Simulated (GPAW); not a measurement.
# SiC (Moissanite 3C): optical spectrum from first principles, part 2 of 2

Aim: the dielectric function of SiC (Moissanite 3C), and the optical constants that follow from it.

GPAW 26.7.0; DFT, PBE, plane-wave PAW (GPAW data sets), scalar-relativistic, RPA, optical limit.

So far. Step 2 (Ground state): There is a gap, 1.35 eV on this mesh (points off the mesh can give less), so no carriers' term is needed.

## (4) Dielectric function, RPA

Transitions between filled and empty bands, summed over the zone, give the optical response, so mesh, band count and broadening shape it.

The induced potential is part of this response.

This step: DFT, PBE, plane-wave PAW (GPAW data sets), scalar-relativistic, RPA, optical limit (GPAW 26.7.0).

Input file df.py:

```python
from gpaw.response.df import DielectricFunction

df = DielectricFunction('full.gpw', frequencies={'type': 'nonlinear', 'domega0': 0.03, 'omega2': 8},
                        ecut=60,
                        eta=0.2,
                        nbands=24,
                        txt='df.txt')
for direction in ['x']:
    df.get_dielectric_function(xc='RPA', direction=direction, filename=f'df_{direction}.csv')
```

Command:

```
> OMP_NUM_THREADS=1 python df.py
```

Numbers of over 12 decimals in the logs are rounded to 6 here.

Output:

```text
Using integrator: PointIntegrator
NonLinearFrequencyDescriptor(from 0.000 to 68.379 eV, 503 points)
Nonperiodic BCs:  [False False False]
Using integrator: PointIntegrator
NonLinearFrequencyDescriptor(from 0.000 to 68.379 eV, 503 points)
Nonperiodic BCs:  [False False False]

Calculating chi0 body with:
    Ground state adapter containing:
    Number of spins: 1
    Number of kpoints: 5832
    Number of irreducible kpoints: 195
    Number of completely occupied states: 4
    Number of partially occupied states: 4

    Linear response parametrization:
    q_c: [0.0, 0.0, 0.0]
    Number of frequency points: 503
    Planewave cutoff: 60.0
    Number of bands: 24
    Number of planewaves: 15
    Broadening (eta): 0.2

Integrating chi0 body.

Symmetries of q_c:
    Direct symmetries (Uq -> q): 24
    Indirect symmetries (TUq -> q): 24
In total 48 allowed symmetries.

195 groups of equivalent kpoints. 96.656379% reduction.

Integral kind: spectral function

Calculating chi0 optical extensions with:
    Ground state adapter containing:
    Number of spins: 1
    Number of kpoints: 5832
    Number of irreducible kpoints: 195
    Number of completely occupied states: 4
    Number of partially occupied states: 4

    Linear response parametrization:
    Number of frequency points: 503
    Planewave cutoff: 60.0
    Number of bands: 24
    Number of planewaves: 15
    Broadening (eta): 0.2
Integrating chi0 head and wings.

Symmetries of q_c:
    Direct symmetries (Uq -> q): 24
    Indirect symmetries (TUq -> q): 24
In total 48 allowed symmetries.

195 groups of equivalent kpoints. 96.656379% reduction.

Integral kind: spectral function wings
```

Elapsed: 5.9 s, on 1 thread of Arm Neoverse V1, shared host; peak memory 0.21 GiB.

This step gave:

| Quantity | Value |
| --- | --- |
| electronic dielectric constant ε∞, mean over x, y and z (by symmetry where fewer were run) | 6.722 |
| main peak of Im epsilon, first axis | 6.823 eV |
| centre of weight of the strongest loss peak in the window | 22.53 eV |

Some rows of df_x.csv (energy; Re and Im without local fields; Re and Im with them):

```text
0.000000, 7.114373, -0.000000, 6.721665, -0.000000
0.619237, 7.159024, 0.029205, 6.762669, 0.026817
1.279498, 7.310644, 0.064008, 6.901867, 0.058749
1.984998, 7.614276, 0.111446, 7.180438, 0.102198
2.740552, 8.164531, 0.188242, 7.684667, 0.172354
3.551683, 9.199406, 0.351094, 8.630962, 0.320558
4.424758, 11.608317, 1.147786, 10.824492, 1.042053
5.367152, 13.940893, 5.535441, 12.978965, 4.987685
6.387465, 13.245955, 14.660411, 12.813680, 13.489825
7.495775, 0.373914, 11.877651, 0.129451, 10.885507
8.703980, -2.901066, 11.320376, -1.762802, 10.101753
10.026223, -4.682525, 5.881124, -3.696690, 5.958351
11.479449, -3.552331, 3.025576, -3.169493, 3.175381
13.084136, -2.414974, 2.113004, -2.122328, 2.289828
14.865263, -1.528402, 1.287818, -1.345385, 1.403139
16.853625, -1.006611, 0.624193, -0.976163, 0.737306
19.087623, -0.493286, 0.357111, -0.483177, 0.413530
21.615770, -0.034660, 0.214910, -0.020838, 0.238281
24.500258, 0.198056, 0.196993, 0.178336, 0.229592
27.822136, 0.433740, 0.138297, 0.423039, 0.108848
31.689054, 0.533092, 0.132232, 0.579198, 0.115363
```

Values under the direct gap are tails of Lorentzian lines. Im ε, E ∥ x against photon energy; read off at these points:

photon energy (eV), Im ε, E ∥ x and a bar:
```
      0.0        0.0 
      1.0        0.0 
      2.0        0.1 
      3.0        0.2 
      4.0        0.5 #
      5.0        3.1 #####
      6.0        9.1 ###############
      6.8       18.4 ##############################
      7.0       17.6 #############################
      8.0        9.9 ################
      8.2       11.4 ###################
      9.0        9.3 ###############
     10.0        6.0 ##########
     11.0        4.3 #######
     12.0        2.6 ####
     13.0        2.4 ####
     14.0        1.6 ###
     15.0        1.4 ##
     16.0        1.0 ##
     17.0        0.7 #
     18.0        0.6 #
     19.0        0.4 #
     20.0        0.3 #
     21.0        0.3 
     22.0        0.2 
     23.0        0.3 
     24.0        0.2 
     25.0        0.2 
     26.0        0.1 
     27.0        0.1 
     28.0        0.1 
     29.0        0.1 
     30.0        0.1 
     31.0        0.1 
     32.0        0.1 
     33.0        0.1 
     34.0        0.1 
     35.0        0.1 
     36.0        0.1
```

Table of Re ε, E ∥ x by photon energy:

photon energy (eV), Re ε, E ∥ x and a bar from the least value:
```
        0        6.7 ##################
        1        6.8 ##################
        2        7.2 ###################
        3        7.9 ####################
        4        9.5 #######################
        5       12.5 ############################
        6       13.7 ##############################
        7        1.5 #########
        8        1.7 #########
        9       -2.7 ##
       10       -3.7 
       11       -2.9 #
       12       -2.3 ##
       13       -2.1 ###
       14       -1.5 ####
       15       -1.3 ####
       16       -1.2 ####
       17       -0.9 #####
       18       -0.6 #####
       19       -0.5 #####
       20       -0.3 ######
       21       -0.1 ######
       22        0.0 ######
       23        0.1 #######
       24        0.2 #######
       25        0.2 #######
       26        0.3 #######
       27        0.4 #######
       28        0.4 #######
       29        0.5 #######
       30        0.5 #######
       31        0.6 #######
       32        0.6 #######
       33        0.6 #######
       34        0.6 #######
       35        0.6 #######
       36        0.6 #######
```

Values under the direct gap are tails of Lorentzian lines. Table of loss function −Im 1/ε at q → 0, E ∥ x by energy loss; read off at these points:

```
energy loss (eV)  loss function −Im 1/ε at q → 0, E ∥ x
             0.0                                      0
             1.0                                 9.6e-4
             2.0                                0.00200
             3.0                                0.00330
             4.0                                0.00559
             5.0                                 0.0188
             6.0                                 0.0338
             7.0                                 0.0563
             8.0                                 0.0977
             9.0                                 0.0992
            10.0                                  0.121
            11.0                                  0.161
            12.0                                  0.213
            13.0                                  0.241
            14.0                                  0.322
            15.0                                  0.371
            16.0                                  0.396
            17.0                                  0.519
            18.0                                  0.778
            19.0                                  0.986
            20.0                                   1.71
            21.0                                   3.15
            21.8                                   4.20
            22.0                                   4.00
            23.0                                   3.32
            24.0                                   2.81
            25.0                                   2.59
            26.0                                   1.55
            27.0                                  0.776
            28.0                                  0.561
            29.0                                  0.492
            30.0                                  0.445
            31.0                                  0.350
            32.0                                  0.343
            33.0                                  0.315
            34.0                                  0.289
            35.0                                  0.283
            36.0                                  0.252
```

The refractive index n and extinction k by photon energy:

```csv
photon energy (eV),n,k
0,2.59,0
1,2.61,0.00852
2,2.68,0.0193
3,2.82,0.0368
4,3.08,0.0821
5,3.57,0.440
6,3.88,1.17
7,3.10,2.84
8,2.43,2.04
9,1.86,2.49
10,1.30,2.32
11,1.07,2.00
12,0.759,1.71
13,0.732,1.61
14,0.581,1.37
15,0.544,1.28
16,0.409,1.18
17,0.344,1.02
18,0.325,0.862
19,0.285,0.764
20,0.257,0.598
21,0.289,0.452
22,0.380,0.320
23,0.438,0.297
24,0.480,0.257
25,0.482,0.198
26,0.534,0.134
27,0.605,0.0898
28,0.663,0.0844
29,0.701,0.0874
30,0.715,0.0835
31,0.746,0.0739
32,0.769,0.0796
33,0.780,0.0763
34,0.791,0.0726
35,0.800,0.0735
36,0.806,0.0669
```

Table of reflectivity at normal incidence, E ∥ x by photon energy; read off at these points:

```
photon energy (eV)  reflectivity at normal incidence, E ∥ x (%)
               0.0                                         19.7
               1.0                                         19.9
               2.0                                         20.9
               3.0                                         22.7
               4.0                                         26.1
               5.0                                         32.2
               6.0                                         38.4
               7.0                                         50.2
               8.0                                         39.0
               9.0                                         48.2
              10.0                                         51.2
              10.3                                         53.4
              11.0                                         48.4
              11.5                                         54.3
              12.0                                         49.4
              13.0                                         47.6
              13.4                                         51.8
              14.0                                         47.0
              15.0                                         46.0
              16.0                                         51.6
              17.0                                         51.7
              17.3                                         52.2
              18.0                                         48.0
              19.0                                         49.0
              20.0                                         47.0
              21.0                                         38.0
              22.0                                         24.3
              23.0                                         18.7
              24.0                                         14.9
              25.0                                         13.8
              26.0                                         9.89
              27.0                                         6.34
              28.0                                         4.36
              29.0                                         3.34
              30.0                                         3.00
              31.0                                         2.30
              32.0                                         1.91
              33.0                                         1.71
              34.0                                         1.53
              35.0                                         1.40
              36.0                                         1.29
```

At chosen wavelengths:

```
wavelength (nm)     n      k  R (%)     1/α
           1550  2.61  0.007   19.8   18 µm
            800  2.64  0.014   20.4  4.6 µm
            633  2.68  0.019   20.8  2.7 µm
            532  2.72  0.024   21.3  1.8 µm
            450  2.77  0.031   22.1  1.1 µm
            365  2.90  0.048   23.7  599 nm
            193  3.97  1.768   43.0  8.7 nm
```

Below the direct gap, k and the depth come from the tails of the Lorentzian lines, not from transitions.

Rows near the edge hang on the gap, which this functional as a rule makes too small, and phonon-assisted absorption is left out.

## (5) Results

| Quantity | Value |
| --- | --- |
| electronic dielectric constant ε∞, mean over x, y and z (by symmetry where fewer were run) (RPA) | 6.72 |
| main peak of Im epsilon, first axis | 6.82 eV |
| centre of weight of the strongest loss peak in the window, first axis | 22.5 eV |

What this shows: At this level (PBE, RPA) SiC has ε∞ = 6.72 and n = 2.61 at 1550 nm, and Im ε peaks at 6.8 eV. On the mesh the gap is 1.35 eV and the least direct gap 4.54 eV, so on this mesh the band edges lie at different points. Local fields change the static value along x from 7.11 to 6.72 (-6 %). Distinct maxima of Im ε, read by a parabola through the highest points, lie at 6.82 eV (18) and 8.22 eV (11). Excitons and phonon-assisted transitions are missing; PBE gaps are as a rule too small, which pulls the onset down and ε∞ up. The sum runs over mesh points, so small or evenly spaced maxima can still be ripples of the mesh.

[Machine, clock and banner lines and Python warnings are left out of the logs.]

[Logs are printed without paths, hosts, clocks, repeated set-up lines and the standing remarks that a program may print on its own settings, such as how far it seeks lower states.]

[Hosts, paths, dates, database ids (printed as entryN), source tags and the programs' standing remarks are cut or masked in the printed files.]
